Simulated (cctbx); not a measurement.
## Accept or mend?

Cell a = 12.6340 Å, b = 15.5150 Å, c = 4.3770 Å, α = 90.00°, β = 90.00°, γ = 90.00°; space group Fdd2 (no. 43). The compound is Ag2S3.

The data are simulated with cctbx, not measured: Mo Kα, λ = 0.71073 Å, to d = 0.65 Å, 50 % of the full sphere, strongest reflection 20000 counts, noise from counting, a 6 % proportional error and a noise floor of 2 counts (s.d.); no absorption, and some extinction, which the refinements don't model.

An anisotropic refinement with weights 1/σ² prints:

```text
Rint 0.031, 49 unique reflections to 1.61 A
cycle     R1     wR2    GooF  max shift (A)
   1  0.0183  0.0495   1.431   0.02634
   7  0.0152  0.0348   1.004   0.00047
final R1 0.0152 wR2 0.0348 GooF 1.004  parameters 23  data/parameter 2.1
atom        x        y        z      Ueq    occ   su(xyz)  su(Uiso or U11)
Ag1    0.36852  0.95526  0.25308   0.0041  1.000  0.00409  0.0029
S1     0.26571  0.58800  0.62726   0.0178  1.000  0.01683  0.0097  NPD
S2     0.00000  0.00000  0.41705   0.0064  1.000  0.01875  0.0128  NPD
difference map: max 0.29 min -0.33 rms 0.08
Q1    0.1285  0.2015  0.4987   16    0.29  1.86 A from S2
Q2    0.1393  0.1395  0.2659   16    0.23  1.89 A from S1
Q3    0.1212  0.2113  0.0051   16    0.20  1.30 A from Ag1
Q4    0.0587  0.2794  0.2319   16    0.14  1.28 A from Ag1
Q5    0.0384  0.0636  0.0289   16    0.14  1.69 A from S1
Q6    0.1218  0.1278  0.7533   16    0.14  1.29 A from Ag1
```

**Question.** Can this result stand? If not, what is the likely fault?

Mend it. The fault: data cut at low resolution. Against the right model at the same level, R1 goes from 0.0197 to 0.0152 and GooF from 0.95 to 1.00 and S1 and S2 go non-positive-definite. The atoms are right, but there are too few data for the parameters: R1 flatters and the s.u.s grow. Data per parameter fall from 32.9 to 2.1.

The compound is Ag2S3. The right model at the same level gives:

```text
Rint 0.039, 756 unique reflections to 0.65 A
cycle     R1     wR2    GooF  max shift (A)
   1  0.0230  0.0630   1.208   0.00361
   2  0.0197  0.0495   0.949   0.00005
final R1 0.0197 wR2 0.0495 GooF 0.949  parameters 23  data/parameter 32.9
atom        x        y        z      Ueq    occ   su(xyz)  su(Uiso or U11)
Ag1    0.36859  0.95529  0.25439   0.0069  1.000  0.00005  0.0001
S1     0.26524  0.58701  0.61950   0.0140  1.000  0.00026  0.0003
S2     0.00000  0.00000  0.41343   0.0145  1.000  0.00031  0.0005
Flack x: 0.05(7)
Hooft y: 0.048(78)  Bijvoet pairs: 314
difference map: max 0.87 min -0.89 rms 0.21
Q1    0.1168  0.1700  0.0004   16    0.96  1.41 A from S1
Q2    0.0356  0.0777  0.1148   16    0.79  1.72 A from S1
Q3    0.1138  0.4417  0.0125   16    0.73  1.66 A from S1
Q4    0.0561  0.2052  0.4817   16    0.70  1.89 A from S1
Q5    0.1080  0.1559  0.7535   16    0.66  1.28 A from S1
Q6    0.0534  0.3472  0.6041   16    0.63  1.35 A from S1
```

The model was made for the exercise: a known structure type with other elements put in, its volume estimated, not relaxed; displacement parameters are assumed.

[Middle refinement cycles are left out of these outputs.]

[Logs are printed without paths, hosts, clocks, repeated set-up lines and the standing remarks that a program may print on its own settings, such as how far it seeks lower states.]
